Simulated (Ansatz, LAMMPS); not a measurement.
# Amorphous poly(propylene oxide) (as short chains C35O12H72), from a frame at 260 K (238 atoms): geometry optimisation, part 2 of 3

How does amorphous poly(propylene oxide) (as short chains C35O12H72), from a frame at 260 K (238 atoms) relax, and what do bonds, charges and levels look like afterwards?

Ansatz 0.2.0; Kohn-Sham DFT, PBE+D3(BJ), PAW (set soft_2), plane waves.

The cell: 70 C, 24 O and 144 H. The network of contacts between molecules at the start is that of the classical potential that made the cell. The density was typed from a rule of thumb and may lie off the real one at this temperature. Sampling is at Γ alone, for a cell whose shortest periodic width is 13 Å.

So far. Step 3 (Single point at the start): The r.m.s. force component of 0.82 eV/Å and the pressure of 1.9 GPa set the starting point.

### 4. Relaxation

The atoms are relaxed in the fixed cell, aiming at the force tolerance of the input.

Contents of input.yaml:

```yaml
crystal:
  lattice:
    - [13.01425, 0.0, 0.0]
    - [0.0, 13.01425, 0.0]
    - [0.0, 0.0, 13.01425]
  atoms:
    [... the 238 atom lines of step 3 ...]
kpoints:
  mp_grid: { grid: [1, 1, 1] }
hamiltonian:
  xc: pbe
  dispersion: d3bj
scf:
  occupations: { method: fermi_dirac, width: 0.025 }
output:
  forces: true
relax:
  f_tol: 0.05
  max_steps: 200
```

Command:

```sh
> ansatz run input.yaml --threads 4 --pin off --max-ram 8192MiB --backend cpu --events-out ev --progress --plain --runs-dir out
```

Numbers of over 12 decimals in the logs are rounded to 6 here.

Log:

```text
[...]
Crystal: 238 atoms, lattice volume = 2204.233 Å³
Basis set: ecut = 420 eV, 43003 PW (Γ), exchange–correlation on 180×180×180 points (8 copies of the dense FFT grid, shifted against one another)
Bands: 522, of which v1, the nominal top of the filled ones, is band 284 counted from 1 (283 counted from 0)
Symmetry: 1 space group operations
[...]
k-points: 1
[...]
SCF iter   1: F=—  HF=-33478.911352 eV  |F-HF|=—  |Δ(HF+E_count)|=         —  Δρ=5.23e-3  dr2=7.04e-1  ethr=1.77e-3  ⟨swp⟩=6.0  Hψ=2382  notcnv=0  defer=43
[...]
SCF iter   7: F=-33478.864253 eV  HF=-33478.864269 eV  |F-HF|=1.53e-5  |Δ(HF+E_count)|=   2.86e-7  Δρ=3.38e-5  dr2=2.13e-5  ethr=1.10e-8  ⟨swp⟩=4.0  Hψ=1276  notcnv=0
SCF 1 converged in 7 iterations: F = -33478.864253 eV  dr2 = 2.13e-5
[...]
relax step   1: F+E_penalty+E_count = -33478.86425333 eV  Δ(F+E_penalty+E_count) = +0.000e0 eV  max|allowed force component| = 3.767e0 eV/Å  Δτ_max = 0.0000 Å  (7 SCF iters, dr2 threshold 6.25e-5 eV, accepted)
[...]
relax step   2: F+E_penalty+E_count = -33485.85967220 eV  Δ(F+E_penalty+E_count) = -6.995e0 eV  max|allowed force component| = 1.415e0 eV/Å  Δτ_max = 0.1947 Å  (7 SCF iters, dr2 threshold 1.00e-4 eV, accepted)
[...]
relax step   3: F+E_penalty+E_count = -33487.13130431 eV  Δ(F+E_penalty+E_count) = -1.272e0 eV  max|allowed force component| = 4.580e-1 eV/Å  Δτ_max = 0.1936 Å  (6 SCF iters, dr2 threshold 1.00e-4 eV, accepted)
relax step   4: F+E_penalty+E_count = -33487.44035551 eV  Δ(F+E_penalty+E_count) = -3.091e-1 eV  max|allowed force component| = 1.915e-1 eV/Å  Δτ_max = 0.2000 Å  (7 SCF iters, dr2 threshold 2.20e-5 eV, accepted)
relax step   5: F+E_penalty+E_count = -33487.61402240 eV  Δ(F+E_penalty+E_count) = -1.737e-1 eV  max|allowed force component| = 3.660e-1 eV/Å  Δτ_max = 0.1956 Å  (8 SCF iters, dr2 threshold 3.84e-6 eV, accepted)
relax step   6: F+E_penalty+E_count = -33487.70483253 eV  Δ(F+E_penalty+E_count) = -9.081e-2 eV  max|allowed force component| = 3.108e-1 eV/Å  Δτ_max = 0.1659 Å  (7 SCF iters, dr2 threshold 2.34e-5 eV, accepted)
relax step   7: F+E_penalty+E_count = -33487.78084754 eV  Δ(F+E_penalty+E_count) = -7.602e-2 eV  max|allowed force component| = 2.131e-1 eV/Å  Δτ_max = 0.1868 Å  (6 SCF iters, dr2 threshold 6.96e-5 eV, accepted)
relax step   8: F+E_penalty+E_count = -33487.82481332 eV  Δ(F+E_penalty+E_count) = -4.397e-2 eV  max|allowed force component| = 2.515e-1 eV/Å  Δτ_max = 0.1587 Å  (6 SCF iters, dr2 threshold 2.13e-5 eV, accepted)
relax step   9: F+E_penalty+E_count = -33487.85008234 eV  Δ(F+E_penalty+E_count) = -2.527e-2 eV  max|allowed force component| = 2.949e-1 eV/Å  Δτ_max = 0.1414 Å  (6 SCF iters, dr2 threshold 2.97e-5 eV, accepted)
relax step  10: F+E_penalty+E_count = -33487.86699015 eV  Δ(F+E_penalty+E_count) = -1.691e-2 eV  max|allowed force component| = 2.398e-1 eV/Å  Δτ_max = 0.1241 Å  (6 SCF iters, dr2 threshold 8.70e-5 eV, accepted)
relax step  11: F+E_penalty+E_count = -33487.88123786 eV  Δ(F+E_penalty+E_count) = -1.425e-2 eV  max|allowed force component| = 8.374e-2 eV/Å  Δτ_max = 0.0613 Å  (5 SCF iters, dr2 threshold 3.80e-5 eV, accepted)
relax step  12: F+E_penalty+E_count = -33487.88982639 eV  Δ(F+E_penalty+E_count) = -8.589e-3 eV  max|allowed force component| = 5.505e-2 eV/Å  Δτ_max = 0.0812 Å  (9 SCF iters, accepted)
relax step  13: F+E_penalty+E_count = -33487.89549623 eV  Δ(F+E_penalty+E_count) = -5.670e-3 eV  max|allowed force component| = 7.818e-2 eV/Å  Δτ_max = 0.1296 Å  (9 SCF iters, accepted)
relax step  14: F+E_penalty+E_count = -33487.89863619 eV  Δ(F+E_penalty+E_count) = -3.140e-3 eV  max|allowed force component| = 4.397e-2 eV/Å  Δτ_max = 0.0765 Å  (6 SCF iters, dr2 threshold 2.64e-6 eV, accepted)
relax step  15: F+E_penalty+E_count = -33487.89863674 eV  Δ(F+E_penalty+E_count) = -5.452e-7 eV  max|allowed force component| = 4.398e-2 eV/Å  Δτ_max = 0.0000 Å  (4 SCF iters, accepted)
relax step  16: F+E_penalty+E_count = -33487.90214512 eV  Δ(F+E_penalty+E_count) = -3.508e-3 eV  max|allowed force component| = 4.124e-2 eV/Å  Δτ_max = 0.0955 Å  (9 SCF iters, accepted)
relax step  17: F+E_penalty+E_count = -33487.90422120 eV  Δ(F+E_penalty+E_count) = -2.076e-3 eV  max|allowed force component| = 3.103e-2 eV/Å  Δτ_max = 0.0605 Å  (8 SCF iters, accepted)
[...]
relax step  18: F+E_penalty+E_count = -33487.90621526 eV  Δ(F+E_penalty+E_count) = -1.994e-3 eV  max|allowed force component| = 2.112e-2 eV/Å  Δτ_max = 0.0637 Å  (9 SCF iters, accepted)
SCF converged after 9 iterations
Free energy (F): -33487.906215 eV
[...]
Internal energy: -33487.906215 eV  (E = F + TS)
E sigma→0 (E₀):  -33487.906215 eV
Fermi energy:    1.987297 eV
[...]
--- Forces (eV/Å), atoms counted from 1 ---
  atom   1  C      0.00115128     0.00291802    -0.00450410
  atom   2  O      0.00253523    -0.00161954     0.00401712
  atom   3  C     -0.00519674     0.00176331    -0.00121965
  atom   4  C     -0.00490348    -0.00466143    -0.00387067
  atom   5  C      0.00199979     0.00216293     0.00389154
  atom   6  O      0.00387412     0.00134809    -0.00030842
  atom   7  C     -0.00042956     0.00224457    -0.00026908
  atom   8  C     -0.00027629    -0.00033517    -0.00131094
  atom   9  C     -0.00029716     0.00087367     0.00150368
  atom  10  O     -0.00093409    -0.00212236     0.00265827
  atom  11  C     -0.00027628    -0.00011638    -0.00442148
  atom  12  C     -0.00126560    -0.00074970    -0.00142296
  atom  13  C      0.00185532     0.00033161     0.00187505
  atom  14  O      0.00149607    -0.00215423    -0.00040906
[...]
atom 237  H      0.00410796     0.00422575     0.00561816
  atom 238  H     -0.00325180    -0.00066603     0.00477755
  max |Σ_I F_I| component: 9.54e-5 eV/Å
--- Relaxed structure (18 steps of the walk, 18 accepted, 0 SCFs on fresh bases) ---
  F+E_penalty+E_count = -33487.90621526 eV   max|allowed force component| = 2.112e-2 eV/Å
  atoms:
    - { symbol: C, position: [0.589516, 0.179533, 0.984015] }
    - { symbol: O, position: [0.618544, 0.246192, 0.902926] }
    - { symbol: C, position: [0.722989, 0.276189, 0.912479] }
    - { symbol: C, position: [0.747679, 0.357420, 0.831072] }
[...]
- { symbol: H, position: [0.842390, 0.696032, 0.733481] }
```

Elapsed: 5.6 min, on 4 threads of Arm Neoverse V2, shared host; peak memory 3.1 GiB.

Relaxation path:

```
step  energy less that of the first step (eV)  largest force component (eV/Å)
   1                                   0.0000                          3.7674
   2                                  -6.9954                          1.4155
   3                                  -8.2671                          0.4580
   4                                  -8.5761                          0.1915
   5                                  -8.7498                          0.3660
   6                                  -8.8406                          0.3108
   7                                  -8.9166                          0.2131
   8                                  -8.9606                          0.2515
   9                                  -8.9858                          0.2949
  10                                  -9.0027                          0.2398
  11                                  -9.0170                          0.0837
  12                                  -9.0256                          0.0551
  13                                  -9.0312                          0.0782
  14                                  -9.0344                          0.0440
  15                                  -9.0344                          0.0440
  16                                  -9.0379                          0.0412
  17                                  -9.0400                          0.0310
  18                                  -9.0420                          0.0211
```

The atoms that moved most (Å):

```
atom      dx      dy     dz  length
 H97   0.191   1.118  0.835   1.408
 H96   0.066   1.052  0.720   1.277
 O34  -0.741   0.925  0.290   1.220
H115  -0.576  -0.095  0.943   1.109
H116  -1.010  -0.041  0.436   1.101
 C33   0.125   0.853  0.592   1.046
H119   0.948  -0.244  0.288   1.021
 H73  -0.611  -0.775  0.181   1.003
```

The relaxation changed the energy by -38.0 meV/atom, and atoms moved by 0.51 Å r.m.s., 1.4 Å at most.

### 5. Distances and neighbours after relaxation

Bonds before and after, by the cutoffs listed below:

```
pair  bonds before  bonds after  mean before (Å)  mean after (Å)  spread before (Å)  spread after (Å)
 H-C           144          144            1.094           1.101              0.028             0.004
 C-C            44           44            1.516           1.524              0.029             0.005
 C-O            48           48            1.434           1.429              0.032             0.007
```

Density 1.03 g/cm³, 9.261 Å³ an atom.

Pair distribution functions g(r), in bins of 0.2 Å:

```
r (Å)  total   H-H   H-C   H-O   C-C    C-O   O-O
 1.00   1.99  0.00  5.55  0.00  0.00   0.00  0.00
 1.20   1.71  0.00  4.81  0.00  0.00   0.00  0.00
 1.40   0.73  0.00  0.00  0.00  0.00  12.35  0.00
 1.60   0.58  0.00  0.00  0.00  6.75   0.00  0.00
 1.80   0.98  2.69  0.00  0.00  0.00   0.00  0.00
 2.00   0.55  0.06  0.02  4.28  0.00   0.00  0.00
 2.20   1.25  0.52  2.85  0.39  0.00   0.00  0.00
 2.40   1.08  1.30  0.14  0.51  1.73   5.82  0.00
 2.60   1.29  1.56  0.68  3.10  1.01   0.08  0.00
 2.80   0.93  0.76  1.25  1.56  0.04   0.13  0.40
 3.00   0.83  1.15  0.70  0.28  0.51   0.89  2.37
 3.20   0.71  0.87  0.78  0.54  0.42   0.21  0.30
 3.40   0.84  0.72  1.08  1.31  0.09   0.31  0.00
 3.60   0.83  0.86  0.87  0.58  0.78   0.56  3.01
 3.80   1.01  1.17  1.06  0.63  1.00   0.66  0.63
 4.00   1.04  0.97  1.19  1.16  0.92   0.59  0.56
 4.20   0.93  0.93  0.99  0.74  1.08   0.83  0.34
 4.40   1.07  1.21  0.98  0.90  1.33   0.92  0.47
 4.60   1.08  1.20  1.04  0.97  1.15   0.71  0.71
 4.80   1.07  0.98  1.11  1.10  1.15   1.11  1.45
 5.00   1.05  0.96  1.06  1.07  1.25   1.25  1.44
 5.20   1.00  1.00  0.96  1.05  1.22   0.96  0.34
 5.40   1.04  0.96  1.07  1.15  1.27   0.99  0.42
 5.60   0.98  0.95  1.01  0.88  1.02   1.15  0.67
 5.80   1.02  0.98  1.06  1.00  0.96   1.19  1.18
 6.00   1.04  1.04  0.94  1.16  0.95   1.35  1.43
 6.20   0.99  0.92  0.99  1.17  0.91   1.20  0.96
 6.40   1.03  1.02  1.03  1.12  0.94   1.07  1.12
```

Bonds by pair of elements; cutoffs follow the first minimum of g(r), held within bounds set by covalent radii, and pairs that aren't listed don't count as bonded:

```
pair A-B  cutoff (Å)  bonds  mean length (Å)  spread (Å)  shortest (Å)  B about A  A about B
     H-C        1.34    144             1.10       0.004          1.09          1       2.06
     C-C        1.85     44             1.52       0.005          1.51       1.26       1.26
     C-O        1.73     48             1.43       0.007          1.42      0.686          2
```

How many atoms have how many bonded neighbours:

```
element  mean    1   2   4
      C     4    0   0  70
      H     1  144   0   0
      O     2    0  24   0
```

Bond angles (no mean is given where the spread exceeds 20°):

```
angle  count  mean (°)  spread (°)
C-C-H    154       110         1.2
H-C-H    100       108         0.5
H-C-O     78       110           2
C-C-O     66       110         2.7
C-O-C     24       114         1.6
```

Counting bonds as in the table, all C atoms have 4, all H atoms have 1 and all O atoms have 2 bonded neighbours. The C-C-H angle averages 110° with a spread of 1.2°.

(Part 2 of 3 ends here.)

[Logs are printed without paths, hosts, clocks, repeated set-up lines and the standing remarks that a program may print on its own settings, such as how far it seeks lower states.]

[Hosts, paths, dates, database ids (printed as entryN), source tags and the programs' standing remarks are cut or masked in the printed files.]
